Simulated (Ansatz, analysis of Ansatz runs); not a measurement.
**Reproducing a measured hyperfine coupling: NV- centre in diamond**

Subject: NV- centre in diamond. Wanted: its hyperfine coupling, in one set-up (HSE06 on PBE structures, 128-site cell, PBE lattice, 420 eV, k: the single point 1/4 1/4 1/4 then the zone centre alone). The model is a cell of 128 host atoms with 1 site emptied and N put on another atom's site. The isotropic coupling follows from the spin density at the nucleus, the nuclear g-factor and the total spin. Exact exchange opens the gap, stiffens bonds and lessens the self-interaction error, at many times the cost.

Measured beforehand: 14N, isotropic: -2.51 MHz at 300 K, by EPR (room temperature) (“Hyperfine interaction in the ground state of the negatively charged nitrogen vacancy center in diamond”, 2009, S. Felton et al.). The calculation is set beside it at the end.

Calculated with Ansatz 0.2.0; plane-wave PAW DFT, PBE; relaxation of all atoms of a defect supercell.

## Step 1: The structure

The cell holds 127 atoms: 126 C and 1 N. Cell: a = 10.102 Å, b = 10.102 Å, c = 10.102 Å, α = 60.0°, β = 60.0°, γ = 60.0°. It derives from C (space group Fd-3m). Nearest the centre at fractional (0.438, 0.438, 0.438): C74 at 1.55 Å, N43 at 1.55 Å, C50 at 1.55 Å, C44 at 1.55 Å, C36 at 2.53 Å, C42 at 2.53 Å, C12 at 2.53 Å, C20 at 2.53 Å. The cell carries charge −1.

The host's primitive cell comes from a first run (plane-wave PAW DFT, PBE; relaxation of the host's cell and atoms): vectors of 2.525, 2.525 and 2.525 Å. That is 5.69 Å³ an atom, 0.4 % over the diffraction cell's volume. The supercell is built on it.

## Step 2: Relaxation, charge −1

Every later number rests on the structure around the defect, so the atoms are relaxed at the host's lattice first.

relax/input.yaml

```yaml
relax:
  f_tol: 0.02
  max_steps: 80
  random_displacement: { amplitude: 0.02, seed: 262 }
crystal:
  lattice:
    - [0.0, 7.14316351, 7.14316351]
    - [7.14316351, 0.0, 7.14316351]
    - [7.14316351, 7.14316351, 0.0]
  atoms:
    - { symbol: C, position: [0.125, 0.125, 0.125] }
    - { symbol: C, position: [0.1875, 0.1875, 0.1875] }
    - { symbol: C, position: [0.125, 0.125, 0.375] }
    - { symbol: C, position: [0.1875, 0.1875, 0.4375] }
    - { symbol: C, position: [0.125, 0.125, 0.625] }
    - { symbol: C, position: [0.1875, 0.1875, 0.6875] }
    - { symbol: C, position: [0.125, 0.125, 0.875] }
    - { symbol: C, position: [0.1875, 0.1875, 0.9375] }
    - { symbol: C, position: [0.125, 0.375, 0.125] }
    - { symbol: C, position: [0.1875, 0.4375, 0.1875] }
    - { symbol: C, position: [0.125, 0.375, 0.375] }
    - { symbol: C, position: [0.1875, 0.4375, 0.4375] }
    - { symbol: C, position: [0.125, 0.375, 0.625] }
    - { symbol: C, position: [0.1875, 0.4375, 0.6875] }
    - { symbol: C, position: [0.125, 0.375, 0.875] }
    - { symbol: C, position: [0.1875, 0.4375, 0.9375] }
    - { symbol: C, position: [0.125, 0.625, 0.125] }
    - { symbol: C, position: [0.1875, 0.6875, 0.1875] }
    - { symbol: C, position: [0.125, 0.625, 0.375] }
    - { symbol: C, position: [0.1875, 0.6875, 0.4375] }
    - { symbol: C, position: [0.125, 0.625, 0.625] }
    - { symbol: C, position: [0.1875, 0.6875, 0.6875] }
    - { symbol: C, position: [0.125, 0.625, 0.875] }
    - { symbol: C, position: [0.1875, 0.6875, 0.9375] }
    - { symbol: C, position: [0.125, 0.875, 0.125] }
    - { symbol: C, position: [0.1875, 0.9375, 0.1875] }
    - { symbol: C, position: [0.125, 0.875, 0.375] }
    - { symbol: C, position: [0.1875, 0.9375, 0.4375] }
    - { symbol: C, position: [0.125, 0.875, 0.625] }
    - { symbol: C, position: [0.1875, 0.9375, 0.6875] }
[... 12 lines left out ...]
    - { symbol: "N", position: [0.375, 0.375, 0.375] }
[... 76 lines left out ...]
    - { symbol: C, position: [0.875, 0.875, 0.125] }
    - { symbol: C, position: [0.9375, 0.9375, 0.1875] }
    - { symbol: C, position: [0.875, 0.875, 0.375] }
    - { symbol: C, position: [0.9375, 0.9375, 0.4375] }
    - { symbol: C, position: [0.875, 0.875, 0.625] }
    - { symbol: C, position: [0.9375, 0.9375, 0.6875] }
    - { symbol: C, position: [0.875, 0.875, 0.875] }
    - { symbol: C, position: [0.9375, 0.9375, 0.9375] }
total_charge: -1
basis:
  ecutwfc: 420
  xc_grid: 2
hamiltonian:
  xc: pbe
kpoints:
  mp_grid: { grid: [1, 1, 1], shift: [0.25, 0.25, 0.25] }
magnetization:
  spin_polarized: true
  initial_magnetization: 2
  spin_locking: { lock_magnetization: hard }
scf:
  occupations: { method: fermi_dirac, width: 0.01 }
  max_iter: 120
output:
  forces: true
checkpoint:
  write: "../relax.run"
  compress: false
  write_wavefunctions: true
  write_every: 100000
```

The run is started by

```console
ansatz run input.yaml --threads 4 --pin off --max-ram 7536MiB --backend cpu --events-out ev --progress --plain --runs-dir out
```

Numbers of over 12 decimals in the logs are rounded to 6 here.

Log:

```text
[... repeated set-up lines and file paths are left out, and long positions are rounded to six places ...]
Engine: ansatz 0.2.0, aarch64-unknown-linux-gnu
Pseudopotentials: kind: paw
Pseudopotential: C, paw, valence charge 4, recommended cutoff 420 eV (normal), C.paw.azcp
Pseudopotential: N, paw, valence charge 5, recommended cutoff 420 eV (normal), N.paw.azcp
Functional definition: PBE
  parameter kappa = 0.804
  parameter beta = 0.066725
  exchange = pbe_x(kappa = kappa, mu = beta*pi^2/3)
  correlation = pbe_c(beta = beta)
Crystal: 127 atoms, lattice volume = 728.957 Å³
Basis set: ecut = 420 eV, 14211 PW (Γ), exchange–correlation on 144×144×144 points (8 copies of the dense FFT grid, shifted against one another)
Bands: 383, of which v1, the nominal top of the filled ones, is band 255 counted from 1 (254 counted from 0)
Symmetry: 1 space group operations
k-points: 1
Non-local potential: C, projectors of the file, l = 0: 2, l = 1: 2, l = 2: 1
Non-local potential: N, projectors of the file, l = 0: 2, l = 1: 2, l = 2: 1
PAW form: soft (Blöchl's): semilocal exchange-correlation on the pseudo side does not see the compensation charge
PAW one-centre angular grid: C, 110 points (default); XC on 64 Gauss nodes
PAW one-centre angular grid: N, 110 points (default); XC on 64 Gauss nodes
Initial density: superposition of atomic densities (chi_scale 0.1, normalization cell, long waves kept (reshape's long-wave potential 0.20 eV rms))
Starting moments: Σ|m| = 2 μB on 127 of 127 sites
Initial wavefunctions: pseudopotential atomic-orbital guess
Functional: x = pbe(κ = 0.804, μ = 0.219515), c = pbe(β = 0.066725)
SCF iter   1: F=—  HF=-31991.204108 eV  |F-HF|=—  |Δ(HF+E_count)|=         —  Δρ=7.08e-2 (↑7.08e-2 ↓7.01e-2)  dr2=1.03e2  dr2_m=6.77e-1  M=2.000 μB ∫|m|=2.004 μB  β_m=0.30  ethr=3.10e-3  ⟨swp⟩=6.0  Hψ=3230  notcnv=0  defer=56
preconditioner: auto → Resta (q_TF=auto, 2.571 Å⁻¹)  ε∞=4.3  [insulator: Δε(μ)=0.812 eV  Ē_g=16.999 eV  σ=0.010 eV  W_gap=1.00  n_scr=180 (ndim 8)  ℏωp=31.1 eV  f_vac=0.000  D(μ)=0.00/eV (n_scr^D=0)  ε∞_Penn≈4.3]
spin=Collinear: Resta preconditioning applied to the charge; magnetization (m = ρ↑ − ρ↓) channel mixes plain (no charge-response kernel on spin).
SCF iter   2: F=—  HF=-31976.274606 eV  |F-HF|=—  |Δ(HF+E_count)|=    1.49e1  Δρ=5.16e-2 (↑5.16e-2 ↓5.12e-2)  dr2=5.53e1  dr2_m=3.69e-1  M=2.000 μB ∫|m|=2.016 μB  β_m=0.65  ethr=3.10e-3  ⟨swp⟩=3.0  Hψ=1406  notcnv=0  defer=242
SCF iter   3: F=—  HF=-31959.007928 eV  |F-HF|=—  |Δ(HF+E_count)|=    1.73e1  Δρ=4.14e-3 (↑4.14e-3 ↓4.13e-3)  dr2=2.33e-1  dr2_m=6.77e-4  M=2.000 μB ∫|m|=2.149 μB  β_m=0.78  ethr=3.10e-3  ⟨swp⟩=4.0  Hψ=1074  notcnv=0  defer=242
SCF iter   4: F=—  HF=-31959.299508 eV  |F-HF|=—  |Δ(HF+E_count)|=   2.92e-1  Δρ=1.63e-3 (↑1.63e-3 ↓1.62e-3)  dr2=4.63e-2  dr2_m=1.04e-4  M=2.000 μB ∫|m|=2.171 μB  β_m=0.81  ethr=4.57e-5  ⟨swp⟩=4.0  Hψ=1422  notcnv=0  defer=239
SCF iter   5: F=—  HF=-31959.327012 eV  |F-HF|=—  |Δ(HF+E_count)|=   2.75e-2  Δρ=4.85e-4 (↑4.85e-4 ↓4.79e-4)  dr2=4.94e-3  dr2_m=1.20e-5  M=2.000 μB ∫|m|=2.180 μB  β_m=0.75  ethr=9.08e-6  ⟨swp⟩=3.5  Hψ=1103  notcnv=0  defer=239
SCF iter   6: F=—  HF=-31959.327361 eV  |F-HF|=—  |Δ(HF+E_count)|=   3.49e-4  Δρ=8.04e-5 (↑8.04e-5 ↓7.88e-5)  dr2=1.07e-4  dr2_m=2.28e-6  M=2.000 μB ∫|m|=2.183 μB  β_m=0.79  ethr=9.68e-7  ⟨swp⟩=3.0  Hψ=1177  notcnv=0  defer=239
SCF iter   7: F=—  HF=-31959.327543 eV  |F-HF|=—  |Δ(HF+E_count)|=   1.82e-4  Δρ=2.78e-5 (↑2.55e-5 ↓2.78e-5)  dr2=9.85e-6  dr2_m=3.47e-7  M=2.000 μB ∫|m|=2.184 μB  β_m=0.82  ethr=2.11e-8  ⟨swp⟩=2.0  Hψ=1037  notcnv=0  defer=239
SCF iter   8: F=-31959.327559 eV  HF=-31959.327559 eV  |F-HF|=5.46e-9  |Δ(HF+E_count)|=   1.59e-5  Δρ=5.16e-6 (↑5.16e-6 ↓4.77e-6)  dr2=4.77e-7  dr2_m=2.36e-8  M=2.000 μB ∫|m|=2.185 μB  ethr=1.93e-9  ⟨swp⟩=3.0  Hψ=1794  notcnv=0
SCF 1 converged in 8 iterations: F = -31959.327559 eV  dr2 = 4.77e-7
  greatest PAW one-centre occupation: 0.794 electrons in one spin orbital (limit 2), on the N atom at site 42 (counted from 0), in its partial waves of l = 0
relax step   1: F+E_penalty+E_count = -31959.32755878 eV  Δ(F+E_penalty+E_count) = +0.000e0 eV  max|allowed force component| = 2.356e0 eV/Å  Δτ_max = 0.0000 Å  (8 SCF iters, dr2 threshold 1.00e-5 eV, accepted)
[... the SCF cycles and remarks between the steps are left out from here to the last step ...]
relax step   2: F+E_penalty+E_count = -31960.85100992 eV  Δ(F+E_penalty+E_count) = -1.523e0 eV  max|allowed force component| = 1.135e0 eV/Å  Δτ_max = 0.1238 Å  (6 SCF iters, dr2 threshold 1.00e-4 eV, accepted)
relax step   3: F+E_penalty+E_count = -31961.19670906 eV  Δ(F+E_penalty+E_count) = -3.457e-1 eV  max|allowed force component| = 8.511e-1 eV/Å  Δτ_max = 0.0644 Å  (5 SCF iters, dr2 threshold 8.06e-5 eV, accepted)
relax step   4: F+E_penalty+E_count = -31961.23753478 eV  Δ(F+E_penalty+E_count) = -4.083e-2 eV  max|allowed force component| = 8.494e-2 eV/Å  Δτ_max = 0.0233 Å  (4 SCF iters, dr2 threshold 1.00e-4 eV, accepted)
relax step   5: F+E_penalty+E_count = -31961.23840334 eV  Δ(F+E_penalty+E_count) = -8.686e-4 eV  max|allowed force component| = 5.967e-2 eV/Å  Δτ_max = 0.0041 Å  (4 SCF iters, dr2 threshold 4.51e-7 eV, accepted)
SCF iter   1: F=—  HF=-31961.239534 eV  |F-HF|=—  |Δ(HF+E_count)|=         —  Δρ=7.46e-5 (↑7.37e-5 ↓7.46e-5)  dr2=6.95e-5  dr2_m=2.76e-7  M=2.000 μB ∫|m|=2.238 μB  β_m=0.30  ethr=1.64e-7  ⟨swp⟩=5.0  Hψ=1781  notcnv=0  defer=239
SCF iter   2: F=—  HF=-31961.238672 eV  |F-HF|=—  |Δ(HF+E_count)|=   8.61e-4  Δρ=5.16e-5 (↑5.11e-5 ↓5.16e-5)  dr2=2.96e-5  dr2_m=1.49e-7  M=2.000 μB ∫|m|=2.238 μB  β_m=0.58  ethr=1.36e-8  ⟨swp⟩=2.0  Hψ=900  notcnv=0  defer=239
SCF iter   3: F=—  HF=-31961.238667 eV  |F-HF|=—  |Δ(HF+E_count)|=   5.15e-6  Δρ=7.87e-6 (↑7.76e-6 ↓7.87e-6)  dr2=7.14e-7  dr2_m=6.53e-9  M=2.000 μB ∫|m|=2.238 μB  β_m=0.62  ethr=5.80e-9  ⟨swp⟩=2.0  Hψ=1035  notcnv=0  defer=239
SCF iter   4: F=-31961.238667 eV  HF=-31961.238667 eV  |F-HF|=4.40e-9  |Δ(HF+E_count)|=   1.59e-8  Δρ=1.71e-6 (↑1.71e-6 ↓1.70e-6)  dr2=4.49e-8  dr2_m=5.34e-10  M=2.000 μB ∫|m|=2.238 μB  ethr=1.96e-11  ⟨swp⟩=4.5  Hψ=1997  notcnv=0
SCF 6 converged in 4 iterations: F = -31961.238667 eV  dr2 = 4.49e-8
relax step   6: F+E_penalty+E_count = -31961.23866720 eV  Δ(F+E_penalty+E_count) = -2.639e-4 eV  max|allowed force component| = 5.769e-3 eV/Å  Δτ_max = 0.0024 Å  (4 SCF iters, accepted)
NSCF: frozen V_eff on 1 k-points
the band table was solved once a step of the walk had ended and its energy, with any forces and stress, was formed, with the checks that follow a solve (3415 applications of the Hamiltonian). They found nothing against the state; [...]
SCF converged after 4 iterations
Magnetization: 2.0000 μB (256.0000 up, 254.0000 down)
Absolute magnetization: 2.2388 μB (∫|ρ↑−ρ↓|, with the PAW one-centre terms)
Spin contamination: 0.0081 ħ² per cell (⟨S²⟩ above its minimum at these occupations)
Per-site moments (μB) at R_I (Å): [(0.00352115, 0.637868), (-0.000260451, 0.638295), (0.00289807, 0.636977), [... 124 left out ...]
Free energy (F): -31961.238667 eV
Harris-Foulkes:  -31961.238667 eV  (|F-HF|=4.40e-9)
Internal energy: -31961.238667 eV  (E = F + TS)
E sigma→0 (E₀):  -31961.238667 eV
Fermi energy:    15.605972 (↑ 16.334372, ↓ 15.142555) eV
--- Per-component energies (eV) ---
  E_band       = 2128.282043
  E_kinetic    = 11779.117073
  E_local      = -8141.505265  (includes V_loc(G=0)·N_el)
  E_nonlocal   = 3403.772023
  E_hartree    = 1824.848904
  E_xc         = -6201.919422
  E_vxc        = -7701.237531  (∫ρ·V_xc dr)
  E_paw        = -12631.588722  (= ΣΔE_a)
  E_vpaw       = -861.564486  (= ΣTr[D̂ρ^β])
  E_aug_tail   = 0.001249  (compensation charges beyond the density's cutoff)
  E_ewald      = -21993.964506
  E_smearing   = -0.000000  (= −TS)
  E_closure    = 0.000000  (closes the sum)
  E_deformation_potential = -21.292943  (in the stress; not in F)
  Σ components = -31961.238667   (vs F -31961.238667, Δ=0.00e0)
--- Forces (eV/Å), atoms counted from 1 ---
  atom   1  C     -0.00063995    -0.00041516     0.00004487
  atom   2  C      0.00040991     0.00057472     0.00038998
  [... 9 atoms left out ...]
  atom  12  C      0.00163539     0.00008920     0.00419996
  [... 23 atoms left out ...]
  atom  36  C      0.00458062    -0.00114231     0.00549745
  [... 5 atoms left out ...]
  atom  42  C      0.00541254     0.00262821    -0.00057394
  atom  43  N     -0.00576845    -0.00197276    -0.00347255
  atom  44  C     -0.00094077    -0.00145310    -0.00104520
  [... 3 atoms left out ...]
  atom  48  C     -0.00021621     0.00214520     0.00031149
  [... 1 atom left out ...]
  atom  50  C     -0.00181392     0.00076643    -0.00191358
  [... 15 atoms left out ...]
  atom  66  C      0.00125178     0.00013373     0.00009935
  [... 5 atoms left out ...]
  atom  72  C     -0.00073538     0.00043103     0.00271752
  [... 1 atom left out ...]
  atom  74  C     -0.00074030    -0.00127978    -0.00046382
  [... 53 atoms left out ...]
  max |Σ_I F_I| component: 4.64e-5 eV/Å
--- Band table (eV) ---
  k-point 0 ↑: bands = ["-8.3077", "-7.4863", "-7.0725", "-6.8396", [... 375 left out ...] "23.9812", "23.9813", "24.0001", "24.0403"]
  k-point 0 ↓: bands = ["-8.2984", "-7.4751", "-7.0659", "-6.8281", [... 375 left out ...] "23.9909", "23.9909", "24.0112", "24.0519"]
--- Relaxed structure (6 steps of the walk, 6 accepted, 0 SCFs on fresh bases) ---
  F+E_penalty+E_count = -31961.23866720 eV   max|allowed force component| = 5.769e-3 eV/Å
  atoms:
    - { symbol: C, position: [0.124838, 0.124721, 0.125120] }
    - { symbol: C, position: [0.187373, 0.187256, 0.187653] }
    [... 9 atoms left out ...]
    - { symbol: C, position: [0.191027, 0.434323, 0.434732] }
    [... 23 atoms left out ...]
    - { symbol: C, position: [0.434449, 0.190899, 0.434732] }
    [... 5 atoms left out ...]
    - { symbol: C, position: [0.434454, 0.434329, 0.191295] }
    - { symbol: N, position: [0.369215, 0.369105, 0.369497] }
    - { symbol: C, position: [0.371803, 0.371681, 0.637773] }
    [... 3 atoms left out ...]
    - { symbol: C, position: [0.374412, 0.623225, 0.128022] }
    [... 1 atom left out ...]
    - { symbol: C, position: [0.371794, 0.637389, 0.372073] }
    [... 15 atoms left out ...]
    - { symbol: C, position: [0.623343, 0.127626, 0.374692] }
    [... 5 atoms left out ...]
    - { symbol: C, position: [0.623336, 0.374293, 0.128030] }
    [... 1 atom left out ...]
    - { symbol: C, position: [0.637494, 0.371679, 0.372081] }
    [... 53 atoms left out ...]
```

Elapsed: 2.9 min, on 4 threads of Arm Neoverse V1, shared host; peak memory 3.3 GiB; 11 min of CPU time.

Relaxation path:

```tsv
step	energy less that of the first step (eV)	largest force component (eV/Å)
1	0.0000	2.3565
2	-1.5235	1.1355
3	-1.8691	0.8511
4	-1.9100	0.0849
5	-1.9108	0.0597
6	-1.9111	0.0058
```

The atoms that moved most (Å, from the sites as typed, ahead of the random displacement, the mean shift of all atoms taken out):

```tsv
atom	dx	dy	dz	length
N43	-0.082	-0.082	-0.082	0.142
C50	0.067	-0.045	0.067	0.105
C44	0.067	0.067	-0.045	0.105
C74	-0.045	0.067	0.067	0.105
C12	-0.043	0.004	0.004	0.044
C42	0.004	0.004	-0.043	0.043
C36	0.004	-0.043	0.004	0.043
C14	-0.014	0.011	0.019	0.026
```

Neighbours of the ideal centre at the end:

```tsv
atom	distance (Å)
C50	1.649
C74	1.650
C44	1.652
N43	1.688
C49	2.500
C73	2.501
C20	2.502
C67	2.503
C14	2.504
C38	2.504
C42	2.519
C12	2.520
C36	2.521
C51	2.521
C75	2.522
C45	2.523
```

Numbers from this step:

```yaml
free_energy: -31961.2387 eV
total_moment: 2 μB
integral_of_the_absolute_spin_density: 2.239 μB
spin_contamination: 0.008059
```

The relaxation ends 15 meV an atom lower than the displaced start, with a largest force component of 0.0058 eV/Å.

(Continued in part 2 of 2.)

[Logs are printed without paths, hosts, clocks, repeated set-up lines and the standing remarks that a program may print on its own settings, such as how far it seeks lower states.]

[Hosts, paths, dates, database ids (printed as entryN), source tags and the programs' standing remarks are cut or masked in the printed files.]

[For some hosts the program warned that the k-mesh of the response run may be too coarse for force constants and the static dielectric constant; such warnings are not shown here.]
